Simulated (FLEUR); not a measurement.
# Collinear magnetic orders of free Fe(001) film, 1 layer with FLEUR, part 2 of 2

Wanted: the moments of free Fe(001) film, 1 layer and the energy of each order that was tried.

FLEUR MaX-R8.1; PBE; all-electron FLAPW film, Dirac cores, scalar-relativistic bands.

So far, largest spin moment in the muffin-tin sphere (μB): step 2 (run 1 (ferro +)) 3.24; step 3 (run 2 (antiferro q=(0,1/2,0) +-)) 3.26.

## Step 4: Start 3: no spin polarisation

A spinless run gives the zero against which the gain from the moments is read.

The k list default-1 (kpts.xml, not shown) is a Γ-centred 14×14×1 mesh.

inp.xml reads:

```
<?xml version="1.0" encoding="UTF-8" standalone="no"?>
<fleurInput fleurInputVersion="0.39">
   <comment>
      Fe
   </comment>
   <calculationSetup>
      <cutoffs Kmax="3.6" Gmax="10.8" GmaxXC="10.8" numbands="0"/>
      <scfLoop itmax="120" minDistance="0.00002" maxIterBroyd="15" imix="Anderson" alpha="0.03" precondParam="0.0" spinf="2.0" sdNocoIR="T"/>
      <coreElectrons ctail="T" frcor="F" kcrel="1" coretail_lmax="0"/>
      <xcFunctional name="pbe" relativisticCorrections="F"/>
      <magnetism jspins="1"/>
      <soc l_soc="F" theta="0.0" phi="0.0" spav="F"/>
      <expertModes spex="0" secvar="F"/>
      <geometryOptimization l_f="F" forcealpha="1.0" forcemix="BFGS" epsdisp="0.00001" epsforce="0.00001"/>
      <ldaU l_linMix="F" mixParam="0.05" spinf="1.0"/>
   </calculationSetup>
   <cell>
      <bzIntegration valenceElectrons="16.0" mode="hist" fermiSmearingEnergy="0.00183747">
         <kPointListSelection listName="default-1"/>
         <xi:include xmlns:xi="http://www.w3.org/2001/XInclude" href="kpts.xml"> </xi:include>
      </bzIntegration>
      <xi:include xmlns:xi="http://www.w3.org/2001/XInclude" href="sym.xml"> </xi:include>
      <filmLattice scale="1.0" dVac="5.94" dTilda="8.44">
         <bravaisMatrixFilm>
            <row-1>    5.4159550731035999     0.0000000000000000</row-1>
            <row-2>    0.0000000000000000     5.4159550731035999</row-2>
         </bravaisMatrixFilm>
         <vacuumEnergyParameters vacuum="1" spinUp="-.25" spinDown="-.25"/>
      </filmLattice>
   </cell>
   <atomSpecies>
      <species name="Iron (Fe)" element="Fe" atomicNumber="26">
         <mtSphere radius="2.57" gridPoints="849" logIncrement="0.014"/>
         <atomicCutoffs lmax="10" lnonsphr="8"/>
         <electronConfig flipSpins="F">
            <coreConfig>(1s1/2) (2s1/2) (2p1/2) (2p3/2)</coreConfig>
            <valenceConfig>(3s1/2) (3p1/2) (3p3/2) (4s1/2) (3d3/2) (3d5/2)</valenceConfig>
            <stateOccupation state="(3d3/2)" spinUp="1.200000" spinDown="1.200000"/>
            <stateOccupation state="(3d5/2)" spinUp="1.800000" spinDown="1.800000"/>
         </electronConfig>
         <energyParameters s="4" p="4" d="3" f="4"/>
         <lo type="SCLO" l="0" n="3" eDeriv="0"/>
         <lo type="SCLO" l="1" n="3" eDeriv="0"/>
      </species>
   </atomSpecies>
   <atomGroups>
      <atomGroup species="Iron (Fe)">
         <filmPos label="                   1">.0000000000 .0000000000 .0000000000</filmPos>
         <force calculate="T" relaxXYZ="TTT"/>
      </atomGroup>
   </atomGroups>
   <output dos="F" band="F" slice="F">
      <bandDOS minEnergy="-.5*Htr" maxEnergy="0.5*Htr" sigma="0.015" storeEVData="T"/>
      <plotting iplot="0" polar="F">
         <plot TwoD="T" vec1="  1.0  0.0  0.0" vec2="  0.0  1.0  0.0" vec3="  0.0  0.0  1.0" zero="  0.0  0.0 -0.5" file="plot"/>
      </plotting>
      <moessbauerParams electricFieldGradient="F" isomerShift="T" coreHyperfine="T" valenceHyperfine="T"/>
   </output>
</fleurInput>
```

crystal.txt reads:

```
Fe
&input film=T cartesian=F /
2.86600000000  0.00000000000  0.00000000000
0.00000000000  2.86600000000  0.00000000000
0.00000000000  0.00000000000  1.00000000000
1.8897261246
1.0 1.0 1.0

1
26 0.00000000000  0.00000000000  0.00000000000

&kpt div1=14 div2=14 div3=1 gamma=T /
```

Command:

```
$ OMP_NUM_THREADS=1 inpgen -f crystal.txt > inpgen.log  # inp.xml is then edited as shown
$ OMP_NUM_THREADS=1 mpirun -n 4 fleur_MPI > fleur.log
```

Output:

```text
[banner, memory and clock lines left out]
Welcome to FLEUR        (www.flapw.de)
      MaX-Release 8.1          (www.max-centre.eu)

 ========== k-point set info ==========
 Selected k-point list: default-1
 k-point list type: mesh
 14 x 14 x 1
 Number of k points: 36

 [... set-up left out ...]
 Iteration:     1   Distance:      20.60801607 me/bohr^3
 [... lines of the core solver left out ...]
 Iteration:     2   Distance:      16.28100926 me/bohr^3
 [... lines of the core solver left out ...]
 Iteration:     3   Distance:       8.36879407 me/bohr^3
[...]
<FermiEnergy value="-0.1810451280" units="Htr"/>
         [... left out ...]
         <totalEnergy value="    -1272.6431851293" units="Htr">
            <sumOfEigenvalues value="     -748.4787746233">
               <coreElectrons value="-727.4827153369"/>
               <valenceElectrons value="-20.9960592864"/>
            </sumOfEigenvalues>
         [... left out ...]
            <freeEnergy value="-1272.6459009804"/>
            <extrapolationTo0K value="-1272.6445430549"/>
         </totalEnergy>
         <densityConvergence units="me/bohr^3">
            <chargeDensity spin="1" distance="0.0000110670"/>
         </densityConvergence>
      </iteration>
```

The job ended after 12 s (4 MPI ranks of Arm Neoverse V2, shared host; peak memory 0.2 GiB; 46 s of CPU time).

Numbers from this step:

- free energy: -34630.4592 eV
- program's band gap on this mesh (in a metal only a level spacing): 0.01600 eV
- final state: non-magnetic (no spin polarisation)

It lies 1630 meV a seeded atom over the first start.

## Step 5: Ranking

Free energies are divided by the number of seeded atoms, so that cells of unlike size compare. Wavevectors q in the names are fractions of the primitive cell's reciprocal vectors.

Orders:

| start | final state | typed order kept | energy over the lowest (meV a seeded atom) | largest sphere moment (μB) | net moment (μB a primitive cell) | mesh matched | CPU time (s) |
| --- | --- | --- | --- | --- | --- | --- | --- |
| ferro + | ferromagnetic | yes | 0 | 3.244 | 3.262 | yes | 79.38 |
| antiferro q=(0,1/2,0) +- | antiferromagnetic | yes | 120.8 | 3.261 | 0 | yes | 490 |
| no spin polarisation | non-magnetic | - | 1630 | 0 | 0 | yes | 46.13 |

## Step 6: Spin–orbit coupling, moments along z

Spin–orbit coupling ties the spins to the lattice and lets orbital moments form.

A new self-consistent run of the start ferro +, with the moments along z.

inp.xml reads:

```
<?xml version="1.0" encoding="UTF-8" standalone="no"?>
<fleurInput fleurInputVersion="0.39">
   <comment>
      Fe
   </comment>
   <calculationSetup>
      <cutoffs Kmax="3.6" Gmax="10.8" GmaxXC="10.8" numbands="36"/>
      <scfLoop itmax="120" minDistance="0.00002" maxIterBroyd="15" imix="Anderson" alpha="0.03" precondParam="0.0" spinf="2.0" sdNocoIR="T"/>
      <coreElectrons ctail="T" frcor="F" kcrel="1" coretail_lmax="0"/>
      <xcFunctional name="pbe" relativisticCorrections="F"/>
      <magnetism jspins="2"/>
      <soc l_soc="T" theta="0.0" phi="0.0" spav="F"/>
      <expertModes spex="0" secvar="F"/>
      <geometryOptimization l_f="F" forcealpha="1.0" forcemix="BFGS" epsdisp="0.00001" epsforce="0.00001"/>
      <ldaU l_linMix="F" mixParam="0.05" spinf="1.0"/>
   </calculationSetup>
   <cell>
      <bzIntegration valenceElectrons="16.0" mode="hist" fermiSmearingEnergy="0.00183747">
         <kPointListSelection listName="default-1"/>
         <xi:include xmlns:xi="http://www.w3.org/2001/XInclude" href="kpts.xml"> </xi:include>
      </bzIntegration>
      <xi:include xmlns:xi="http://www.w3.org/2001/XInclude" href="sym.xml"> </xi:include>
      <filmLattice scale="1.0" dVac="5.94" dTilda="8.44">
         <bravaisMatrixFilm>
            <row-1>    5.4159550731035999     0.0000000000000000</row-1>
            <row-2>    0.0000000000000000     5.4159550731035999</row-2>
         </bravaisMatrixFilm>
         <vacuumEnergyParameters vacuum="1" spinUp="-.25" spinDown="-.25"/>
      </filmLattice>
   </cell>
   <atomSpecies>
      <species name="Iron (Fe) 2.800" element="Fe" atomicNumber="26">
         <mtSphere radius="2.57" gridPoints="849" logIncrement="0.014"/>
         <atomicCutoffs lmax="10" lnonsphr="8"/>
         <electronConfig flipSpins="F">
            <coreConfig>(1s1/2) (2s1/2) (2p1/2) (2p3/2)</coreConfig>
            <valenceConfig>(3s1/2) (3p1/2) (3p3/2) (4s1/2) (3d3/2) (3d5/2)</valenceConfig>
            <stateOccupation state="(3d3/2)" spinUp="1.4" spinDown="1.0"/>
            <stateOccupation state="(3d5/2)" spinUp="3.0" spinDown="0.6"/>
         </electronConfig>
         <energyParameters s="4" p="4" d="3" f="4"/>
         <lo type="SCLO" l="0" n="3" eDeriv="0"/>
         <lo type="SCLO" l="1" n="3" eDeriv="0"/>
      </species>
   </atomSpecies>
   <atomGroups>
      <atomGroup species="Iron (Fe) 2.800">
         <filmPos label="                   1">.0000000000 .0000000000 .0000000000</filmPos>
         <force calculate="T" relaxXYZ="TTT"/>
      </atomGroup>
   </atomGroups>
   <output dos="F" band="F" slice="F">
      <bandDOS minEnergy="-.5*Htr" maxEnergy="0.5*Htr" sigma="0.015" storeEVData="T"/>
      <plotting iplot="0" polar="F">
         <plot TwoD="T" vec1="  1.0  0.0  0.0" vec2="  0.0  1.0  0.0" vec3="  0.0  0.0  1.0" zero="  0.0  0.0 -0.5" file="plot"/>
      </plotting>
      <moessbauerParams electricFieldGradient="F" isomerShift="T" coreHyperfine="T" valenceHyperfine="T"/>
   </output>
</fleurInput>
```

crystal.txt reads:

```
Fe
&input film=T cartesian=F /
2.86600000000  0.00000000000  0.00000000000
0.00000000000  2.86600000000  0.00000000000
0.00000000000  0.00000000000  1.00000000000
1.8897261246
1.0 1.0 1.0

1
26 0.00000000000  0.00000000000  0.00000000000 : 2.800

&soc 0.0000000 0.0000000 /
&kpt div1=14 div2=14 div3=1 gamma=T /
```

Output:

```text
[banner, memory and clock lines left out]
Welcome to FLEUR        (www.flapw.de)
      MaX-Release 8.1          (www.max-centre.eu)

 ========== k-point set info ==========
 Selected k-point list: default-1
 k-point list type: mesh
 0 x 0 x 0
 Number of k points: 52

 [... set-up left out ...]
 Iteration:     1   Distance:      15.35370234 me/bohr^3
 [... lines of the core solver left out ...]
 Iteration:     2   Distance:      13.32180760 me/bohr^3
 [... lines of the core solver left out ...]
 Iteration:     3   Distance:      11.23656469 me/bohr^3
 [... lines of the core solver left out ...]
 Iteration:     4   Distance:       7.32740911 me/bohr^3
 [... lines of the core solver left out ...]
 Iteration:     5   Distance:       4.42449964 me/bohr^3
 [... lines of the core solver left out ...]
 Iteration:     6   Distance:       4.43569529 me/bohr^3
 [... lines of the core solver left out ...]
 Iteration:     7   Distance:       1.06322336 me/bohr^3
 [... lines of the core solver left out ...]
 Iteration:     8   Distance:       0.52604107 me/bohr^3
 [... lines of the core solver left out ...]
 Iteration:     9   Distance:       0.62536431 me/bohr^3
 [... lines of the core solver left out ...]
 Iteration:    10   Distance:       0.23861847 me/bohr^3
 [... lines of the core solver left out ...]
 Iteration:    11   Distance:       0.23375777 me/bohr^3
 [... lines of the core solver left out ...]
 Iteration:    12   Distance:       0.03090154 me/bohr^3
 [... lines of the core solver left out ...]
 Iteration:    13   Distance:       0.04814676 me/bohr^3
 [... lines of the core solver left out ...]
[... rest left out ...]

--- out.xml (last complete iteration) ---
<iteration numberForCurrentRun="   24" overallNumber="   24">
         [... left out ...]
         <bandgap value="0.0000000000" units="eV"/>
         <sumValenceSingleParticleEnergies value="-21.0733504963" units="Htr"/>
         <FermiEnergy value="-0.1465428043" units="Htr"/>
         [... left out ...]
         <magneticMomentsInMTSpheres units="muBohr">
            <globalMagMoment atomType="1" vec="0.00000   0.00000   3.24162"/>
         </magneticMomentsInMTSpheres>
         <orbitalMomentsInMTSpheres units="muBohr">
            <globalMagMoment atomType="1" vec="0.00000   0.00000   0.14349"/>
         </orbitalMomentsInMTSpheres>
         [... left out ...]
         <totalEnergy value="    -1272.7054837735" units="Htr">
            <sumOfEigenvalues value="     -748.4815422754">
               <coreElectrons value="-727.4081917792"/>
               <valenceElectrons value="-21.0733504963"/>
            </sumOfEigenvalues>
         [... left out ...]
            <freeEnergy value="-1272.7062956289"/>
            <extrapolationTo0K value="-1272.7058897012"/>
         </totalEnergy>
         <densityConvergence units="me/bohr^3">
            <chargeDensity spin="1" distance="0.0000032452"/>
            <chargeDensity spin="2" distance="0.0000036519"/>
            <overallChargeDensity distance="0.0000035885"/>
            <spinDensity distance="0.0000059041"/>
         </densityConvergence>
      </iteration>
```

It took 29 s on 4 MPI ranks; peak memory 0.29 GiB.

Read from the output:

```yaml
free_energy: -34632.1026 eV
program_s_band_gap_on_this_mesh_in_a_metal_only_a_level_spacing: 0 eV
magnetization: 3.260 μB
final_state: ferromagnetic
largest_moment: 3.242 μB
orbital_moment_along_the_spin: 0.1435 μB
```

Orbital moment in the sphere, along the spin axis by atom:

| atom | orbital moment in the sphere, along the spin axis (μB) |
| --- | --- |
| Fe1 | 0.143 |

Fields along z, the direction of positive moments; semicore shells count as valence. Hyperfine fields at the nuclei:

| atom | core contact (T) | valence contact (T) | dipolar (T) | orbital (T) | sum (T) | density at the nucleus (e/bohr³) |
| --- | --- | --- | --- | --- | --- | --- |
| Fe1 | -73.41 | 64.11 | 4.705 | 8.074 | 3.476 | 15153 |

## Step 7: Summary of results

```json
{
 "lowest state found": "ferromagnetic (typed ferro +)",
 "largest site spin moment": "3.24 μB",
 "next finished state": "antiferromagnetic, 121 meV a seeded atom higher",
 "energy gained by spin polarisation": "1630 meV a seeded atom",
 "hyperfine field at Fe1, along its moment": "3.48 T",
 "orbital moment on the atom of largest spin, along its spin (spin–orbit run)": "0.143 μB"
}
```

The lowest state found is ferromagnetic, reached from the start ferro +, with moments up to 3.24 μB. The next finished state costs 121 meV a seeded atom. Forming the largest moments gains far more than ordering them, so they should outlast the ordering temperature. At Fe1 the core shells give -73.4 T and the valence and semicore s states 64.1 T along the moment, -2.87 T per μB together; orbital and dipolar parts add 13 T. Semilocal functionals tend to give too weak a core polarisation. The orbital moment is parallel to the spin. This is the lowest of 3 finished starts, no proof of the ground state.

[Logs and program files are shortened in this print: banners, set-up blocks, solver, clock and traceback lines can be left out without a mark of their own.]

[Logs are printed without paths, hosts, clocks, repeated set-up lines and the standing remarks that a program may print on its own settings, such as how far it seeks lower states.]

[Hosts, paths, dates, database ids (printed as entryN), source tags and the programs' standing remarks are cut or masked in the printed files.]

[Where a cell is said to come from a database of computed structures, the database is the Materials Project.]
